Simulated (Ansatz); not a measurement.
# ScAgPd in the AlB2 type: lattice stability ahead of a resistivity run

The plan: relax ScAgPd in the AlB2 type, check its phonons, and, if the lattice is stable, compute its Eliashberg function and ρ(T).

Program: Ansatz 0.2.0. Level of theory: DFT LDA, scalar-relativistic, plane waves, PAW; PAW set soft_1. Results are calculated unless marked as measured.

The structure was built from a prototype and need not be the compound's stable phase.

### Step 1. Set-up

The structure is hexagonal, space group P-6m2 (No. 187). Conventional cell: a = 3.969 Å, b = 3.969 Å, c = 4.167 Å, α = 90.00°, β = 90.00°, γ = 120.00°. Nearest to Sc lie 6 Ag at 3.10 Å and 6 Pd at 3.10 Å. Nearest to Ag lie 3 Pd at 2.29 Å and 6 Sc at 3.10 Å. Nearest to Pd lie 3 Ag at 2.29 Å and 6 Sc at 3.10 Å. Farther neighbours are not listed.

As a file:

```cif
data_structure
_symmetry_space_group_name_H-M 'P 1'
_symmetry_Int_Tables_number 1
_cell_length_a 3.9689
_cell_length_b 3.9689
_cell_length_c 4.1674
_cell_angle_alpha 90.000
_cell_angle_beta 90.000
_cell_angle_gamma 120.000
_cell_volume 56.85
loop_
_atom_site_label
_atom_site_type_symbol
_atom_site_fract_x
_atom_site_fract_y
_atom_site_fract_z
_atom_site_occupancy
Sc1 Sc 0.00000 0.00000 0.00000 1
Ag2 Ag 0.33333 0.66667 0.50000 1
Pd3 Pd 0.66667 0.33333 0.50000 1
```

### Step 2. Rough relaxation

Large forces or a large pressure at the start call for a first relaxation with loose thresholds.

File input.yaml:

```yaml
crystal:
  lattice:
    - [3.96893, 0.0, 0.0]
    - [-1.98446, 3.43719, 0.0]
    - [0.0, 0.0, 4.16737]
  atoms:
    - { symbol: Sc, position: [0.0, 0.0, 0.0] }
    - { symbol: Ag, position: [0.33333333, 0.66666667, 0.5] }
    - { symbol: Pd, position: [0.66666667, 0.33333333, 0.5] }
kpoints:
  mp_grid: { grid: [6, 6, 6] }
hamiltonian:
  xc: lda
  pseudopotentials: { kind: paw, azcp: { folder: soft_1 }, xc_functional: pbe }
scf:
  occupations: { method: gaussian, width: 0.1 }
output:
  forces: true
  stress: true
  eigenvalues: true
relax:
  adjacent_minimum: "off"
  f_tol: 0.05
  max_steps: 80
  cell: { stress_tol: 0.5 }
```

On the command line:

```bash
$ ansatz run input.yaml --threads 4 --pin off --max-ram 12288MiB --backend cpu --events-out ev --progress --plain --runs-dir out
```

Numbers of over 12 decimals in the logs are rounded to 6 here.

What it wrote:

```text
The last accepted step is kept in <dir> (removed where the run ends without a failure and the disk answers)
Engine: ansatz 0.2.0, aarch64-unknown-linux-gnu
Pseudopotentials: kind: paw
Pseudopotential: Sc, paw, valence charge 11, recommended cutoff 420 eV (normal), soft_1/Sc.paw.azcp
Pseudopotential: Ag, paw, valence charge 19, recommended cutoff 420 eV (normal), soft_1/Ag.paw.azcp
Pseudopotential: Pd, paw, valence charge 18, recommended cutoff 420 eV (normal), soft_1/Pd.paw.azcp
Functional definition: SPW92
  exchange = slater_x
  correlation = pw_c
Crystal: 3 atoms, lattice volume = 56.851 Å³
Basis set: ecut = 420 eV, 1105 PW (Γ)
Bands: 29, of which v1, the nominal top of the filled ones, is band 24 counted from 1 (23 counted from 0)
Symmetry: 12 space group operations
Space group: P-6m2 (ITA 187), of the structure as read, at distance tolerance 3.8e-5 Å
k-points: 28 of 216 (time reversal used)
Non-local potential: Sc, projectors of the file, l = 0: 3, l = 1: 2, l = 2: 3, l = 3: 1
Non-local potential: Ag, projectors of the file, l = 0: 3, l = 1: 2, l = 2: 2, l = 3: 1
Non-local potential: Pd, projectors of the file, l = 0: 2, l = 1: 2, l = 2: 2, l = 3: 1
PAW form: soft (Blöchl's): semilocal exchange-correlation on the pseudo side does not see the compensation charge
PAW frozen core: Sc, regenerated for the run's functional, and the local potential with it (the file was generated under x = pbe(κ = 0.804, μ = 0.219515), c = pbe(β = 0.066725))
PAW frozen core: Ag, regenerated for the run's functional, and the local potential with it (the file was generated under x = pbe(κ = 0.804, μ = 0.219515), c = pbe(β = 0.066725))
PAW frozen core: Pd, regenerated for the run's functional, and the local potential with it (the file was generated under x = pbe(κ = 0.804, μ = 0.219515), c = pbe(β = 0.066725))
PAW one-centre angular grid: Sc, 590 points (default); XC on 64 Gauss nodes
PAW one-centre angular grid: Ag, 590 points (default); XC on 64 Gauss nodes
PAW one-centre angular grid: Pd, 590 points (default); XC on 64 Gauss nodes
Initial density: superposition of atomic densities (chi_scale 0.1, normalization cell, long waves kept (reshape's long-wave potential 0.00 eV rms))
Initial wavefunctions: pseudopotential atomic-orbital guess
Functional: x = slater, c = lda
SCF iter   1: F=—  HF=-16407.203907 eV  |F-HF|=—  |Δ(HF+E_count)|=         —  Δρ=5.43e-1  dr2=3.42e2  ethr=3.10e-3  ⟨swp⟩=3.3  Hψ=2645  notcnv=0
preconditioner: auto → Kerker (q_TF=auto, 2.652 Å⁻¹)  [metal: Δε(μ)=0.045 eV  Ē_g=4.329 eV  σ=0.100 eV  W_gap=0.24  n_scr=20 (ndim 8)  ℏωp=24.1 eV  f_vac=0.000  D(μ)=5.25/eV (n_scr^D=70)]
SCF iter   2: F=—  HF=-16393.957931 eV  |F-HF|=—  |Δ(HF+E_count)|=    1.32e1  Δρ=1.95e-1  dr2=4.61e1  ethr=3.10e-3  ⟨swp⟩=3.0  Hψ=1901  notcnv=0  defer=5
SCF iter   3: F=—  HF=-16391.574909 eV  |F-HF|=—  |Δ(HF+E_count)|=    2.38e0  Δρ=6.42e-2  dr2=5.20e0  ethr=3.10e-3  ⟨swp⟩=2.4  Hψ=1453  notcnv=0
SCF iter   4: F=—  HF=-16391.178037 eV  |F-HF|=—  |Δ(HF+E_count)|=   3.97e-1  Δρ=3.08e-2  dr2=1.23e0  ethr=3.10e-3  ⟨swp⟩=2.0  Hψ=1110  notcnv=0  defer=4
SCF iter   5: F=—  HF=-16391.053562 eV  |F-HF|=—  |Δ(HF+E_count)|=   1.24e-1  Δρ=1.48e-2  dr2=2.72e-1  ethr=2.56e-3  ⟨swp⟩=2.0  Hψ=964  notcnv=0  defer=4
SCF iter   6: F=—  HF=-16391.020000 eV  |F-HF|=—  |Δ(HF+E_count)|=   3.36e-2  Δρ=7.30e-3  dr2=6.57e-2  ethr=5.67e-4  ⟨swp⟩=2.0  Hψ=1004  notcnv=0  defer=8
SCF iter   7: F=—  HF=-16391.010089 eV  |F-HF|=—  |Δ(HF+E_count)|=   9.91e-3  Δρ=1.67e-3  dr2=3.30e-3  ethr=1.37e-4  ⟨swp⟩=2.0  Hψ=995  notcnv=0  defer=8
SCF iter   8: F=—  HF=-16391.009599 eV  |F-HF|=—  |Δ(HF+E_count)|=   4.89e-4  Δρ=4.33e-4  dr2=2.05e-4  ethr=6.87e-6  ⟨swp⟩=1.5  Hψ=908  notcnv=0  defer=8
SCF iter   9: F=—  HF=-16391.009567 eV  |F-HF|=—  |Δ(HF+E_count)|=   3.27e-5  Δρ=9.48e-5  dr2=7.27e-6  ethr=4.26e-7  ⟨swp⟩=2.1  Hψ=1107  notcnv=0  defer=8
SCF iter  10: F=—  HF=-16391.009565 eV  |F-HF|=—  |Δ(HF+E_count)|=   1.50e-6  Δρ=2.85e-5  dr2=8.07e-7  ethr=1.51e-8  ⟨swp⟩=2.1  Hψ=1126  notcnv=0  defer=8
SCF iter  11: F=-16391.009565 eV  HF=-16391.009565 eV  |F-HF|=1.28e-8  |Δ(HF+E_count)|=   1.00e-7  Δρ=4.61e-6  dr2=1.84e-8  ethr=2.08e-10  ⟨swp⟩=5.9  Hψ=3132  notcnv=0
SCF 1 converged in 11 iterations: F = -16391.009565 eV  dr2 = 1.84e-8
  greatest PAW one-centre occupation: 1.001 electrons in one spin orbital (limit 2), on the Ag atom at site 1 (counted from 0), in its partial waves of l = 0
relax step   1: F+E_penalty+E_count = -16391.00956507 eV  Δ(F+E_penalty+E_count) = +0.000e0 eV  max|allowed force component| = 3.115e-16 eV/Å  Δτ_max = 0.0000 Å  P = +14.294 GPa  Ω = 56.851 Å³  (11 SCF iters, dr2 threshold 1.00e-7 eV, accepted)
Crystal: 3 atoms, lattice volume = 59.306 Å³
Basis set: ecut = 420 eV, 1147 PW (Γ)
Initial density: handed on by an earlier stage of this run
Initial wavefunctions: those handed on with the density
iter 1 solved again at ethr=2.10e-4 eV; its pass at ethr=3.10e-3 eV (dr2=1.01e-1 eV) is discarded
SCF iter   1: F=—  HF=-16391.920281 eV  |F-HF|=—  |Δ(HF+E_count)|=         —  Δρ=9.68e-3  dr2=1.02e-1  ethr=2.10e-4  ⟨swp⟩=1.0  Hψ=4298  notcnv=0
preconditioner: auto → Kerker (q_TF=auto, 2.634 Å⁻¹)  [metal: Δε(μ)=0.026 eV  Ē_g=5.314 eV  σ=0.100 eV  W_gap=0.14  n_scr=20 (ndim 8)  ℏωp=23.6 eV  f_vac=0.000  D(μ)=1.95/eV (n_scr^D=20)]
SCF iter   2: F=—  HF=-16391.907928 eV  |F-HF|=—  |Δ(HF+E_count)|=   1.24e-2  Δρ=5.17e-3  dr2=2.98e-2  ethr=2.10e-4  ⟨swp⟩=1.2  Hψ=819  notcnv=0
SCF iter   3: F=—  HF=-16391.902342 eV  |F-HF|=—  |Δ(HF+E_count)|=   5.59e-3  Δρ=8.59e-4  dr2=8.65e-4  ethr=6.20e-5  ⟨swp⟩=1.7  Hψ=872  notcnv=0
SCF iter   4: F=—  HF=-16391.902219 eV  |F-HF|=—  |Δ(HF+E_count)|=   1.23e-4  Δρ=3.15e-4  dr2=4.19e-5  ethr=1.80e-6  ⟨swp⟩=2.0  Hψ=1091  notcnv=0
SCF iter   5: F=—  HF=-16391.902217 eV  |F-HF|=—  |Δ(HF+E_count)|=   2.05e-6  Δρ=8.35e-5  dr2=6.03e-6  ethr=8.73e-8  ⟨swp⟩=2.0  Hψ=1149  notcnv=0
SCF iter   6: F=—  HF=-16391.902217 eV  |F-HF|=—  |Δ(HF+E_count)|=   5.78e-7  Δρ=2.17e-5  dr2=3.01e-7  ethr=1.26e-8  ⟨swp⟩=2.2  Hψ=1140  notcnv=0
SCF iter   7: F=-16391.902217 eV  HF=-16391.902217 eV  |F-HF|=3.60e-8  |Δ(HF+E_count)|=   2.34e-8  Δρ=9.07e-6  dr2=5.54e-8  ethr=6.25e-10  ⟨swp⟩=3.9  Hψ=2408  notcnv=0
SCF 2 converged in 7 iterations: F = -16391.902217 eV  dr2 = 5.54e-8
relax step   2: F+E_penalty+E_count = -16391.90221676 eV  Δ(F+E_penalty+E_count) = -8.927e-1 eV  max|allowed force component| = 1.696e-16 eV/Å  Δτ_max = 0.0000 Å  P = +1.250 GPa  Ω = 59.306 Å³  energy of the carried Pulay correction = -6.253e-4 eV  (7 SCF iters, dr2 threshold 3.00e-7 eV, accepted)
Crystal: 3 atoms, lattice volume = 57.979 Å³
[...]
relax step   5: F+E_penalty+E_count = -16392.79428471 eV  Δ(F+E_penalty+E_count) = -2.711e-1 eV  max|allowed force component| = 8.635e-17 eV/Å  Δτ_max = 0.0000 Å  P = -0.142 GPa  Ω = 54.422 Å³  energy of the carried Pulay correction = +3.330e-4 eV  (6 SCF iters, dr2 threshold 3.00e-7 eV, accepted)
relax step   6: F+E_penalty+E_count = -16393.01162243 eV  Δ(F+E_penalty+E_count) = -2.173e-1 eV  max|allowed force component| = 7.710e-17 eV/Å  Δτ_max = 0.0000 Å  P = +0.174 GPa  Ω = 52.550 Å³  energy of the carried Pulay correction = +7.373e-4 eV  (7 SCF iters, dr2 threshold 3.00e-7 eV, accepted)
relax step   7: F+E_penalty+E_count = -16393.14784045 eV  Δ(F+E_penalty+E_count) = -1.362e-1 eV  max|allowed force component| = 1.511e-16 eV/Å  Δτ_max = 0.0000 Å  P = +0.902 GPa  Ω = 50.586 Å³  energy of the carried Pulay correction = +1.182e-3 eV  (7 SCF iters, dr2 threshold 3.00e-7 eV, accepted)
relax step   8: F+E_penalty+E_count = -16393.15072884 eV  Δ(F+E_penalty+E_count) = -2.888e-3 eV  max|allowed force component| = 1.110e-16 eV/Å  Δτ_max = 0.0000 Å  P = +0.626 GPa  Ω = 49.340 Å³  energy of the carried Pulay correction = +1.447e-3 eV  (6 SCF iters, dr2 threshold 3.00e-7 eV, accepted)
relax step   9: F+E_penalty+E_count = -16393.16266566 eV  Δ(F+E_penalty+E_count) = -1.194e-2 eV  max|allowed force component| = 4.626e-17 eV/Å  Δτ_max = 0.0000 Å  P = -3.589 GPa  Ω = 51.589 Å³  energy of the carried Pulay correction = +9.003e-4 eV  (6 SCF iters, dr2 threshold 3.00e-7 eV, accepted)
relax step  10: F+E_penalty+E_count = -16393.18061515 eV  Δ(F+E_penalty+E_count) = -1.795e-2 eV  max|allowed force component| = 6.245e-17 eV/Å  Δτ_max = 0.0000 Å  P = +0.380 GPa  Ω = 49.808 Å³  energy of the carried Pulay correction = +1.346e-3 eV  (6 SCF iters, dr2 threshold 3.00e-7 eV, accepted)
relax step  11: F+E_penalty+E_count = -16393.18142529 eV  Δ(F+E_penalty+E_count) = -8.101e-4 eV  max|allowed force component| = 1.272e-16 eV/Å  Δτ_max = 0.0000 Å  P = +0.010 GPa  Ω = 50.023 Å³  energy of the carried Pulay correction = +1.294e-3 eV  (6 SCF iters, dr2 threshold 3.00e-7 eV, accepted)
relax step  12: F+E_penalty+E_count = -16393.19702222 eV  Δ(F+E_penalty+E_count) = -1.560e-2 eV  max|allowed force component| = 1.203e-16 eV/Å  Δτ_max = 0.0000 Å  P = +0.647 GPa  Ω = 50.023 Å³  stress off target by 9.76e-1 GPa  SCF on the basis re-selected at this cell (its energy is not comparable with the rows above)  (6 SCF iters)
relax step  13: F+E_penalty+E_count = -16393.19790524 eV  Δ(F+E_penalty+E_count) = -8.830e-4 eV  max|allowed force component| = 3.701e-17 eV/Å  Δτ_max = 0.0000 Å  P = +0.077 GPa  Ω = 50.178 Å³  energy of the carried Pulay correction = -4.445e-5 eV  (6 SCF iters, dr2 threshold 3.00e-7 eV, accepted)
iter 1 solved again at ethr=1.43e-8 eV; its pass at ethr=3.10e-3 eV (dr2=6.85e-6 eV) is discarded
SCF iter   1: F=—  HF=-16393.197963 eV  |F-HF|=—  |Δ(HF+E_count)|=         —  Δρ=6.44e-5  dr2=4.67e-8  ethr=1.43e-8  ⟨swp⟩=3.0  Hψ=4802  notcnv=0
preconditioner: auto → none  [metal: Δε(μ)=0.026 eV  Ē_g=10.720 eV  σ=0.100 eV  W_gap=0.14  n_scr=8 (ndim 8)  ℏωp=28.7 eV  f_vac=0.000  D(μ)=1.84/eV (n_scr^D=8)]
SCF iter   2: F=—  HF=-16393.197966 eV  |F-HF|=—  |Δ(HF+E_count)|=   2.93e-6  Δρ=3.22e-5  dr2=1.14e-8  ethr=9.73e-11  ⟨swp⟩=1.6  Hψ=920  notcnv=0
iter 3 did not close the SCF: its close was put off for the readings that it lacked (scf_convergence_deferred on its scf_iter line)
SCF iter   3: F=-16393.197966 eV  HF=-16393.197966 eV  |F-HF|=3.89e-10  |Δ(HF+E_count)|=   2.99e-7  Δρ=1.44e-6  dr2=6.17e-10  ethr=2.38e-11  ⟨swp⟩=1.0  Hψ=812  notcnv=0
iter 4 did not close the SCF: its close was put off for the readings that it lacked (scf_convergence_deferred on its scf_iter line)
SCF iter   4: F=-16393.197966 eV  HF=-16393.197966 eV  |F-HF|=3.64e-12  |Δ(HF+E_count)|=  1.46e-11  Δρ=1.25e-7  dr2=1.69e-12  ethr=1.29e-12  ⟨swp⟩=2.0  Hψ=1400  notcnv=0
iter 5 did not close the SCF: its close was put off for the readings that it lacked (scf_convergence_deferred on its scf_iter line)
SCF iter   5: F=-16393.197966 eV  HF=-16393.197966 eV  |F-HF|=0.00e0  |Δ(HF+E_count)|=    0.00e0  Δρ=1.37e-8  dr2=5.09e-14  ethr=1.00e-12  ⟨swp⟩=1.0  Hψ=812  notcnv=0
iter 6 did not close the SCF: its close was put off for the readings that it lacked (scf_convergence_deferred on its scf_iter line)
SCF iter   6: F=-16393.197966 eV  HF=-16393.197966 eV  |F-HF|=0.00e0  |Δ(HF+E_count)|=    0.00e0  Δρ=3.46e-9  dr2=4.21e-15  ethr=1.00e-12  ⟨swp⟩=1.0  Hψ=812  notcnv=0
SCF iter   7: F=-16393.197966 eV  HF=-16393.197966 eV  |F-HF|=3.64e-12  |Δ(HF+E_count)|=  3.64e-12  Δρ=8.89e-10  dr2=2.47e-16  ethr=1.00e-12  ⟨swp⟩=1.0  Hψ=1736  notcnv=0
SCF 14 converged in 7 iterations: F = -16393.197966 eV  dr2 = 2.47e-16
relax step  14: F+E_penalty+E_count = -16393.19796588 eV  Δ(F+E_penalty+E_count) = -6.064e-5 eV  max|allowed force component| = 6.939e-17 eV/Å  Δτ_max = 0.0000 Å  P = +0.076 GPa  Ω = 50.178 Å³  stress off target by 1.05e-1 GPa  SCF on the basis re-selected at this cell (its energy is not comparable with the rows above)  (7 SCF iters)
basis re-selected at this cell: Δ(F+E_penalty+E_count) = -6.064e-5 eV, ΔP = -0.001 GPa vs the last step (what re-selecting the basis moved, of the pressure what is left beyond the Pulay correction that the steps carried, after the strain that the cell walked since its last selection, with what the two solves' SCF thresholds leave and, on support functions, any second-order correction that the steps lacked; it is no m [...]
SCF converged after 7 iterations
Free energy (F): -16393.197966 eV
Harris-Foulkes:  -16393.197966 eV  (|F-HF|=3.64e-12)
Internal energy: -16393.188750 eV  (E = F + TS)
E sigma→0 (E₀):  -16393.193358 eV
Entropy (-TS):   -0.009216 eV (-3.072 meV/atom)
Fermi energy:    16.410768 eV
--- Per-component energies (eV) ---
  E_band       = -558.982181
  E_kinetic    = 1127.785564
  E_local      = -5113.123759  (includes V_loc(G=0)·N_el)
  E_nonlocal   = 558.979432
  E_hartree    = 2227.960616
  E_xc         = -383.648980
  E_vxc        = -484.844714  (∫ρ·V_xc dr)
  E_paw        = -8450.543837  (= ΣΔE_a)
  E_vpaw       = -1103.700533  (= ΣTr[D̂ρ^β])
  E_aug_tail   = 0.000596  (compensation charges beyond the density's cutoff)
  E_ewald      = -6362.308847
  E_core_change = 1.710465  (= ΣΔE_core)
  E_smearing   = -0.009216  (= −TS)
  E_closure    = 0.000000  (closes the sum)
  Σ components = -16393.197966   (vs F -16393.197966, Δ=0.00e0)
--- Forces (eV/Å), atoms counted from 1 ---
  atom   1  Sc    -0.00000000     0.00000000     0.00000000
  atom   2  Ag     0.00000000     0.00000000     0.00000000
  atom   3  Pd    -0.00000000    -0.00000000     0.00000000
  max |Σ_I F_I| component: 6.94e-17 eV/Å
--- Stress (GPa, compression-positive) ---
        0.105192      -0.000000       0.000000
       -0.000000       0.105192       0.000000
        0.000000       0.000000       0.017949
  P = ⅓ Tr σ = 0.0761 GPa (0.761 kbar)
--- Band table (eV; the first three rows and the last of 28) ---
  k-point 0: bands = [... 20 lower, 12.8502, 14.5644, 14.5644, 16.2061, 16.3115, 16.3115, 19.7938, 19.7938, ... 1 higher]
  k-point 1: bands = [... 20 lower, 12.9576, 14.0727, 14.0727, 16.9276, 17.1576, 17.1576, 19.1362, 19.1362, ... 1 higher]
  k-point 2: bands = [... 20 lower, 13.4161, 13.4161, 14.3329, 18.1543, 18.2976, 18.2976, 18.5878, 18.5878, ... 1 higher]
  k-point 27: bands = [... 20 lower, 13.7903, 14.7611, 15.6676, 16.8769, 16.9986, 17.2537, 18.1693, 19.9578, ... 1 higher]
--- Relaxed structure (12 steps of the walk, 12 accepted, 2 SCFs on fresh bases) ---
  F+E_penalty+E_count = -16393.19796588 eV   max|allowed force component| = 6.939e-17 eV/Å   (the final SCF, on the basis selected at the relaxed cell)
  cell:  # Å, volume = 50.1781 Å³
    - [4.523406, -3.290044584304441e-6, 0.0]
    - [-2.261700, 3.917386, 0.0]
    - [0.0, 0.0, 2.831732]
  atoms:
    - { symbol: Sc, position: [0, 0, 0.0] }
    - { symbol: Ag, position: [0.333333, 0.666667, 0.5] }
    - { symbol: Pd, position: [0.666667, 0.333333, 0.5] }
```

Elapsed: 15 s, on 4 threads of Arm Neoverse V2, shared host; peak memory 0.48 GiB; 53 s of CPU time.

The steps of the relaxation:

```csv
step,energy less that of the first step (eV),largest force component (eV/Å),pressure (GPa),volume (Å³)
1,0.0000,0.0000,14.29,56.85
2,-0.8927,0.0000,1.25,59.31
3,-1.2452,0.0000,-0.19,57.98
4,-1.5136,0.0000,-0.22,56.22
5,-1.7847,0.0000,-0.14,54.42
6,-2.0021,0.0000,0.17,52.55
7,-2.1383,0.0000,0.90,50.59
8,-2.1412,0.0000,0.63,49.34
9,-2.1531,0.0000,-3.59,51.59
10,-2.1711,0.0000,0.38,49.81
11,-2.1719,0.0000,0.01,50.02
12*,-2.1875,0.0000,0.65,50.02
13,-2.1883,0.0000,0.08,50.18
14*,-2.1884,0.0000,0.08,50.18
```

Relaxation steps marked * repeat the geometry before them on a plane-wave basis chosen anew for their cell, so energy and pressure can jump there.

The run keeps the 12 symmetry operations that it works with, so distortions that break them were not tested.

```csv
cell as run,before,after,change
a (Å),3.969,4.523,+14.0 %
b (Å),3.969,4.523,+14.0 %
c (Å),4.167,2.832,-32.0 %
volume (Å³/atom),18.95,16.73,-11.7 %
```

Final coordinates:

```
Sc Ag Pd
1.0
     4.52341    0.00000    0.00000
    -2.26170    3.91739    0.00000
     0.00000    0.00000    2.83173
Sc Ag Pd
1 1 1
Direct
  0.00000 0.00000 0.00000
  0.33333 0.66667 0.50000
  0.66667 0.33333 0.50000
```

Numbers from this step:

| Item | Value |
| --- | --- |
| pressure | 0.07611 GPa |
| volume per atom | 16.73 Å³/atom |
| metallic on mesh | yes |
| gap on the k-mesh | 0 eV |

The largest force is now zero by symmetry and the largest stress component 0.11 GPa.

### Step 3. Relaxing cell and atoms

Lattice constant and positions set the bands and the force constants, so the cell is relaxed first.

input.yaml, the sections that differ from step 2:

```yaml
crystal:
  lattice:
    - [4.5234061053, -3.29e-06, 0.0]
    - [-2.2617002034, 3.9173862439, 0.0]
    - [0.0, 0.0, 2.8317319416]
  atoms:
    - { symbol: Sc, position: [0.0, 0.0, 0.0] }
    - { symbol: Ag, position: [0.3333333333, 0.6666666667, 0.5] }
    - { symbol: Pd, position: [0.6666666667, 0.3333333333, 0.5] }
kpoints:
  mp_grid: { grid: [9, 9, 10] }
relax:
  adjacent_minimum: "off"
  f_tol: 0.005
  max_steps: 80
  cell: { stress_tol: 0.05 }
# hamiltonian, scf, output: as in step 2
```

What it wrote:

```text
[the first part of the log is left out]
  E_paw        = -8450.638060  (= ΣΔE_a)
  E_vpaw       = -1103.878905  (= ΣTr[D̂ρ^β])
  E_aug_tail   = 0.000588  (compensation charges beyond the density's cutoff)
  E_ewald      = -6350.721376
  E_core_change = 1.710465  (= ΣΔE_core)
  E_smearing   = -0.011503  (= −TS)
  E_closure    = -0.000000  (closes the sum)
  Σ components = -16393.184526   (vs F -16393.184526, Δ=0.00e0)
[...]
--- Stress (GPa, compression-positive) ---
        0.000505       0.000000       0.000000
       -0.000000       0.000505       0.000000
        0.000000       0.000000      -0.006158
  P = ⅓ Tr σ = -0.0017 GPa (-0.017 kbar)
--- Band table (eV; the first three rows and the last of 72) ---
[...]
--- Relaxed structure (4 steps of the walk, 4 accepted, 1 SCFs on fresh bases) ---
[...]
cell:  # Å, volume = 50.4197 Å³
    - [4.514138, -3.2832742341091807e-6, 0]
    - [-2.257066, 3.909360, -4.9985987036163e-19]
    - [0, -3.613299973782913e-19, 2.857061]
  atoms:
    - { symbol: Sc, position: [0, 0, 0] }
    - { symbol: Ag, position: [0.333333, 0.666667, 0.500000] }
    - { symbol: Pd, position: [0.666667, 0.333333, 0.500000] }
```

Run time: 13 s. Hardware: 4 threads; peak memory 0.53 GiB; 48 s of CPU time.

The steps of the relaxation:

```csv
step,energy less that of the first step (eV),largest force component (eV/Å),pressure (GPa),volume (Å³)
1,0.0000,0.0000,0.33,50.18
2,-0.0018,0.0000,-0.29,50.54
3,-0.0018,0.0000,0.25,50.34
4,-0.0019,0.0000,0.00,50.42
5,-0.0020,0.0000,0.00,50.42
```

The log counts 1 steps on a newly chosen plane-wave basis, not all of them marked here; energy and pressure can jump at such steps.

```csv
"conventional cell, symmetrised",before,after,change
a (Å),4.523,4.514,-0.2 %
b (Å),4.523,4.514,-0.2 %
c (Å),2.832,2.857,+0.9 %
volume (Å³/atom),16.73,16.81,+0.5 %
```

Final coordinates:

```
Sc Ag Pd
1.0
     4.51414    0.00000    0.00000
    -2.25707    3.90936    0.00000
     0.00000    0.00000    2.85706
Sc Ag Pd
1 1 1
Direct
  0.00000 0.00000 0.00000
  0.33333 0.66667 0.50000
  0.66667 0.33333 0.50000
```

This step gave:

```yaml
pressure: -0.001716 GPa
volume_per_atom: 16.81 Å³/atom
```

The largest force is now zero by symmetry and the largest stress component 0.0062 GPa.

(Part 1 of 3 ends here.)

[Logs are printed without paths, hosts, clocks, repeated set-up lines and the standing remarks that a program may print on its own settings, such as how far it seeks lower states.]

[Hosts, paths, dates, database ids (printed as entryN), source tags and the programs' standing remarks are cut or masked in the printed files.]
